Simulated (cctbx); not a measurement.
# Yb6Rh23: precision against data quality

Space group Fm-3m (no. 225), a = 12.1930 Å, b = 12.1930 Å, c = 12.1930 Å, α = 90.00°, β = 90.00°, γ = 90.00°.

```
atom  mult.       x       y       z  Ueq (Å²)
 Yb1     24       0       0  0.7993    0.0040
 Rh1     32  0.1789  0.1789  0.8211    0.0055
 Rh2     24     1/4     1/4       0    0.0063
 Rh3      4     1/2       0       0    0.0056
 Rh4     32  0.8798  0.8798  0.6202    0.0048
```

The model was made for the exercise: a known structure type with other elements put in, its volume estimated, not relaxed; displacement parameters are assumed.

Five simulated data sets (cctbx; Ag Kα, λ = 0.56087 Å; 4 % proportional error) differ in resolution or exposure (noise floor 8 counts in the first three, 8 in the last two). Each is refined with the right model, isotropic at 1.1 Å and anisotropic otherwise. How do the figures of merit and the uncertainties move?

| d min (Å) | top counts | ⟨I/σ⟩ (unmerged, absences included) | unique | param. (scale apart) | Rint | R1 | GooF | largest s.u. xyz (fractional) | s.u. U of Rh1 (Å²) | largest error (Å) |
| --- | --- | --- | --- | --- | --- | --- | --- | --- | --- | --- |
| 1.1 | 20000 | 3.5 | 56 | 8 | 0.035 | 0.0086 | 1.10 | 0.00005 | 0.0004 | 0.0004 |
| 0.84 | 20000 | 3.3 | 111 | 13 | 0.040 | 0.0064 | 0.89 | 0.00002 | 0.0001 | 0.0004 |
| 0.6 | 20000 | 2.8 | 271 | 13 | 0.045 | 0.0074 | 0.89 | 0.00001 | 0.0000 | 0.0002 |
| 0.75 | 300 | 0.3 | 152 | 13 | 0.444 | 0.0510 | 0.96 | 0.00027 | 0.0011 | 0.0089 |
| 0.75 | 3000 | 1.5 | 152 | 13 | 0.087 | 0.0153 | 0.96 | 0.00005 | 0.0002 | 0.0015 |

The number of reflections grows roughly as 1/d³: 56, 111 and 271 here. R1 follows the noise rather than the truth: at 300 counts it is 0.0510, at 3000 counts 0.0153, while GooF is 0.96 and 0.96: the weights 1/σ² carry the noise. The s.u. of U (U11 where anisotropic) for Rh1 goes 0.0004, 0.0001, 0.0000 Å² with resolution and 0.0011, 0.0002 Å² with exposure.

Hardware for the 0.6 Å refinement: 0.77 s on 1 thread of Arm Neoverse N1 (shared host), peak memory 0.1 GiB.

[Logs are printed without paths, hosts, clocks, repeated set-up lines and the standing remarks that a program may print on its own settings, such as how far it seeks lower states.]
